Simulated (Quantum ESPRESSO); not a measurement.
# Magnetic state of NiWO4 from several starts, part 2 of 2

A self-consistent run ends on one state, which hangs on the start. Several orders of NiWO4 are started in Quantum ESPRESSO and their energies compared.

Quantum ESPRESSO 7.5; LDA; plane waves with GBRV 1.5 LDA potentials, no spin-orbit coupling.

So far, absolute magnetization (μB): step 2 (run 1 (ferro ++)) 4.09.

### Step 3. Start 2: antiferro +−

The input, pw.in:

```
&CONTROL
  calculation = 'scf'
  prefix = 'pwscf'
  outdir = './tmp'
  pseudo_dir = './pseudo'
  disk_io = 'nowf'
/
&SYSTEM
  ibrav = 0
  nat = 12
  ntyp = 4
  ecutwfc = 40
  ecutrho = 280
  nbnd = 72
  occupations = 'smearing'
  smearing = 'fd'
  degauss = 0.00367493
  nspin = 2
  starting_magnetization(1) = 0.1111
  starting_magnetization(2) = -0.1111
  starting_magnetization(3) = 0
  starting_magnetization(4) = 0
/
&ELECTRONS
  conv_thr = 2.4d-08
  electron_maxstep = 150
  mixing_beta = 0.3
/
ATOMIC_SPECIES
Ni1    58.6934 ni_lda_v1.4.uspp.F.UPF
Ni2    58.6934 ni_lda_v1.4.uspp.F.UPF
W     183.8400 w_lda_v1.2.uspp.F.UPF
O      15.9990 o_lda_v1.2.uspp.F.UPF
CELL_PARAMETERS angstrom
   4.5992000000    0.0000000000    0.0000000000
   0.0000000000    5.6606000000    0.0000000000
  -0.0025691944    0.0000000000    4.9067993274
ATOMIC_POSITIONS crystal
Ni1     0.5000000000    0.6616000000    0.2500000000
Ni2     0.5000000000    0.3384000000    0.7500000000
W       0.0000000000    0.1786000000    0.2500000000
W       0.0000000000    0.8214000000    0.7500000000
O       0.2241000000    0.1105000000    0.9204000000
O       0.7759000000    0.1105000000    0.5796000000
O       0.7759000000    0.8895000000    0.0796000000
O       0.2241000000    0.8895000000    0.4204000000
O       0.2644000000    0.3772000000    0.3953000000
O       0.7356000000    0.3772000000    0.1047000000
O       0.7356000000    0.6228000000    0.6047000000
O       0.2644000000    0.6228000000    0.8953000000
K_POINTS automatic
4 4 4 0 0 0
```

Run with:

```bash
OMP_NUM_THREADS=1 mpirun -n 4 pw.x -nk 4 -in pw.in > pw.out
```

Log:

```text
[banner, memory and clock lines left out]
Program PWSCF v.7.5 starts

     Message from routine setup:
     using ibrav=0 with symmetry is DISCOURAGED, use correct ibrav instead

     bravais-lattice index     =            0
     lattice parameter (alat)  =       8.6912  a.u.
     unit-cell volume          =     862.0643 (a.u.)^3
     number of atoms/cell      =           12
     number of atomic types    =            4
     number of electrons       =       112.00
     number of Kohn-Sham states=           72
     kinetic-energy cutoff     =      40.0000  Ry
     charge density cutoff     =     280.0000  Ry
     scf convergence threshold =      2.4E-08
     mixing beta               =       0.3000
     number of iterations used =            8  plain     mixing
     Exchange-correlation= SLA  PZ   NOGX NOGC
                           (   1   1   0   0   0   0   0)

     celldm(1)=   8.691228  celldm(2)=   0.000000  celldm(3)=   0.000000
     celldm(4)=   0.000000  celldm(5)=   0.000000  celldm(6)=   0.000000

     crystal axes: (cart. coord. in units of alat)
               a(1) = (   1.000000   0.000000   0.000000 )
               a(2) = (   0.000000   1.230779   0.000000 )
               a(3) = (  -0.000559   0.000000   1.066881 )

     reciprocal axes: (cart. coord. in units 2 pi/alat)
               b(1) = (  1.000000 -0.000000  0.000524 )
               b(2) = (  0.000000  0.812493 -0.000000 )
               b(3) = (  0.000000  0.000000  0.937312 )

     PseudoPot. # 1 for Ni read from file:
     ni_lda_v1.4.uspp.F.UPF
     Pseudo is Ultrasoft + core correction, Zval = 18.0

     PseudoPot. # 2 for Ni read from file:
     ni_lda_v1.4.uspp.F.UPF
     Pseudo is Ultrasoft + core correction, Zval = 18.0

     PseudoPot. # 3 for W  read from file:
     w_lda_v1.2.uspp.F.UPF
     Pseudo is Ultrasoft + core correction, Zval = 14.0

     PseudoPot. # 4 for O  read from file:
     o_lda_v1.2.uspp.F.UPF
     Pseudo is Ultrasoft + core correction, Zval =  6.0

     atomic species   valence    mass     pseudopotential
     Ni1              18.00    58.69340     Ni( 1.00)
     Ni2              18.00    58.69340     Ni( 1.00)
     W                14.00   183.84000     W ( 1.00)
     O                 6.00    15.99900     O ( 1.00)

     Starting magnetic structure
     atomic species   magnetization
     Ni1             0.111
     Ni2            -0.111
     W               0.000
     O               0.000

      2 Sym. Ops. (no inversion) found ( 1 have fractional translation)

   Cartesian axes

     site n.     atom                  positions (alat units)
         1        Ni1    tau(   1) = (   0.4998603   0.8142836   0.2667203  )
         2        Ni2    tau(   2) = (   0.4995810   0.4164957   0.8001608  )
         3        W      tau(   3) = (  -0.0001397   0.2198172   0.2667203  )
         4        W      tau(   4) = (  -0.0004190   1.0109621   0.8001608  )
         5        O      tau(   5) = (   0.2235858   0.1360011   0.9819573  )
         6        O      tau(   6) = (   0.7755762   0.1360011   0.6183643  )
         7        O      tau(   7) = (   0.7758555   1.0947782   0.0849237  )
         8        O      tau(   8) = (   0.2238652   1.0947782   0.4485168  )
         9        O      tau(   9) = (   0.2641792   0.4642499   0.4217381  )
        10        O      tau(  10) = (   0.7355415   0.4642499   0.1117024  )
        11        O      tau(  11) = (   0.7352622   0.7665293   0.6451430  )
        12        O      tau(  12) = (   0.2638999   0.7665293   0.9551786  )

     number of k points=    30  Fermi-Dirac smearing, width (Ry)=  0.0037
                       cart. coord. in units 2pi/alat
        k(    1) = (   0.0000000   0.0000000   0.0000000), wk =   0.0156250
        k(    2) = (   0.0000000   0.0000000   0.2343279), wk =   0.0312500
        k(    3) = (   0.0000000   0.0000000  -0.4686558), wk =   0.0156250
        k(    4) = (   0.0000000   0.2031233   0.0000000), wk =   0.0312500
        k(    5) = (   0.0000000   0.2031233   0.2343279), wk =   0.0625000
        [... 25 further k-points ...]

     Dense  grid:    68251 G-vectors     FFT dimensions: (  48,  60,  50)

     Smooth grid:    29549 G-vectors     FFT dimensions: (  36,  45,  40)

     Check: negative core charge=   -0.000006
     Generating pointlists ...
     new r_m :   0.1788 (alat units)  1.5541 (a.u.) for type    1
     new r_m :   0.1788 (alat units)  1.5541 (a.u.) for type    2
     new r_m :   0.1617 (alat units)  1.4053 (a.u.) for type    3
     new r_m :   0.1617 (alat units)  1.4053 (a.u.) for type    4

     Initial potential from superposition of free atoms

     starting charge     107.7994, renormalised to     112.0000

     negative rho (up, down):  6.291E-02 6.291E-02
     Starting wfcs are   84 randomized atomic wfcs

     Self-consistent Calculation

     iteration #  1     ecut=    40.00 Ry     beta= 0.30
     Davidson diagonalization with overlap
     ethr =  1.00E-02,  avg # of iterations =  3.2

     negative rho (up, down):  6.123E-02 6.123E-02

     total energy              =   -1261.36980411 Ry
     estimated scf accuracy    <      11.61811471 Ry

     total magnetization       =     0.00 Bohr mag/cell
     absolute magnetization    =     3.90 Bohr mag/cell

     iteration #  2     ecut=    40.00 Ry     beta= 0.30
     Davidson diagonalization with overlap
     ethr =  1.00E-02,  avg # of iterations =  2.0

     negative rho (up, down):  6.146E-02 6.146E-02

     total energy              =   -1263.11856172 Ry
     estimated scf accuracy    <       1.48008779 Ry

     total magnetization       =     0.00 Bohr mag/cell
     absolute magnetization    =     2.84 Bohr mag/cell

     [... further iterations left out ...]

     iteration # 13     ecut=    40.00 Ry     beta= 0.30
     Davidson diagonalization with overlap
     ethr =  3.97E-10,  avg # of iterations =  1.1

     negative rho (up, down):  6.181E-02 6.181E-02

     total energy              =   -1263.41898336 Ry
     estimated scf accuracy    <       0.00000003 Ry

     total magnetization       =    -0.00 Bohr mag/cell
     absolute magnetization    =     3.50 Bohr mag/cell

     iteration # 14     ecut=    40.00 Ry     beta= 0.30
     Davidson diagonalization with overlap
     ethr =  2.59E-11,  avg # of iterations =  2.1

     negative rho (up, down):  6.180E-02 6.180E-02

     Magnetic moment per site  (integrated on atomic sphere of radius R)
     atom   1 (R=0.179)  charge= 15.4028  magn=  1.4167
     atom   2 (R=0.179)  charge= 15.4028  magn= -1.4167
     atom   3 (R=0.162)  charge=  7.7828  magn= -0.0013
     atom   4 (R=0.162)  charge=  7.7828  magn=  0.0013
     atom   5 (R=0.162)  charge=  4.9893  magn= -0.0424
     atom   6 (R=0.162)  charge=  4.9893  magn= -0.0424
     atom   7 (R=0.162)  charge=  4.9893  magn=  0.0424
     atom   8 (R=0.162)  charge=  4.9893  magn=  0.0424
     atom   9 (R=0.162)  charge=  4.9952  magn= -0.0090
     atom  10 (R=0.162)  charge=  4.9952  magn= -0.0090
     atom  11 (R=0.162)  charge=  4.9952  magn=  0.0090
     atom  12 (R=0.162)  charge=  4.9952  magn=  0.0090

     End of self-consistent calculation

     [... lines left out ...]
     the Fermi energy is    10.8874 ev

!    total energy              =   -1263.41898339 Ry
     estimated scf accuracy    <          6.0E-09 Ry
     smearing contrib. (-TS)   =      -0.00009795 Ry
     internal energy E=F+TS    =   -1263.41888544 Ry

     The total energy is F=E-TS. E is the sum of the following terms:
     one-electron contribution =    -673.43785172 Ry
     hartree contribution      =     393.40800603 Ry
     xc contribution           =    -209.09471749 Ry
     ewald contribution        =    -774.29432227 Ry

     total magnetization       =     0.00 Bohr mag/cell
     absolute magnetization    =     3.50 Bohr mag/cell

     convergence has been achieved in  14 iterations
```

Run time: 1.8 min. Hardware: 4 MPI ranks of Arm Neoverse V2, shared host; peak memory 1.2 GiB.

Spin moment in the atom's sphere by atom:

```csv
atom,spin moment in the atom's sphere (μB)
Ni1,1.42
Ni2,-1.42
W3,0.00
W4,0.00
O5,-0.04
O6,-0.04
O7,0.04
O8,0.04
O9,-0.01
O10,-0.01
O11,0.01
O12,0.01
```

This step gave:

```yaml
smearing_term_ts: 0.001333 eV
magnetization: 0 μB
absolute_magnetization: 3.498 μB
final_state: antiferromagnetic
```

Spin density in the ab plane at fractional z = 0.250, with atoms of Ni and W within 0.2 Å of it.

Ten even steps from '0' (0.0 e/Å³) to '9' (4.2 e/Å³), each cell a mean:
```
00000000000000
00000000000000
00000000000000
00000000000000
00000035200000
00000059200000
00000034200000
00000000000000
00000000000000
00000000000000
00000000000000
00000000000000
00000000000000
00000000000000
00000000000000
00000000000000
00000000000000
```
Columns run along a (4.6 Å), rows up along b (5.7 Å). Atoms in or near the plane, at fractional coordinates: Ni at (0.50, 0.66), W at (0.00, 0.18).

Valence density in the ab plane at fractional z = 0.250, with atoms of Ni and W within 0.2 Å of it. It is the smooth field of the valence electrons, not physical close to the nuclei.

Ten steps, logarithmic in the rise over the least value, from '_' (-1 e/Å³) to '@' (38 e/Å³), each cell a mean:
```
::::----::::::::::::------::
::::------::::::::::------::
::::------::::--::::----::::
::::::::::--====----::::::::
::::::::--++%%%%**--::::::::
::::::::--**@@@@%%==::::::::
::::::::--==##%%**--::::::::
::::::::::--====----::::::::
::::::------::--::----::::::
::::--------::::::--------::
------------::::::----------
====--------::::::--------==
**++==----::::::::::----==**
__++==--::::::::::::::--++++
++++==--::::::::::::::--++++
++==--::::::::::::::::--==++
------::::::::::::::::::----
```
Columns run along a (4.6 Å), rows up along b (5.7 Å). Atoms in or near the plane, at fractional coordinates: Ni at (0.50, 0.66), W at (0.00, 0.18).

### Step 4. The states side by side

An order is kept where moments of 0.15 μB or more survive with the typed signs; meshes match where a doubled cell samples the same k points as the first cell.

Orders:

```csv
start,final state,typed order kept,energy over the lowest (meV a seeded atom),largest site moment (μB),net moment (μB a cell of the first run),mesh matched,CPU time (s)
ferro ++,ferromagnetic,yes,17.04,1.485,3.992,yes,404
antiferro +-,antiferromagnetic,yes,0,1.417,0,yes,432.7
```

### Step 5. What came out

* lowest state found: antiferromagnetic (from antiferro +-)
* largest site moment: 1.42 μB
* next state with moments: ferromagnetic, 17.0 meV a seeded atom higher

In words: This is the lowest of 2 collinear or spinless starts, no proof of the ground state. No Hubbard term acts here. In such compounds local and semilocal functionals without one often delocalise the d electrons, and can shrink or lose moments and miss the size, sign and order of the couplings.

[Logs and program files are shortened in this print: banners, set-up blocks, solver, clock and traceback lines can be left out without a mark of their own.]

[Logs are printed without paths, hosts, clocks, repeated set-up lines and the standing remarks that a program may print on its own settings, such as how far it seeks lower states.]

[Hosts, paths, dates, database ids (printed as entryN), source tags and the programs' standing remarks are cut or masked in the printed files.]

[Where a cell is said to come from a database of computed structures, the database is the Materials Project.]
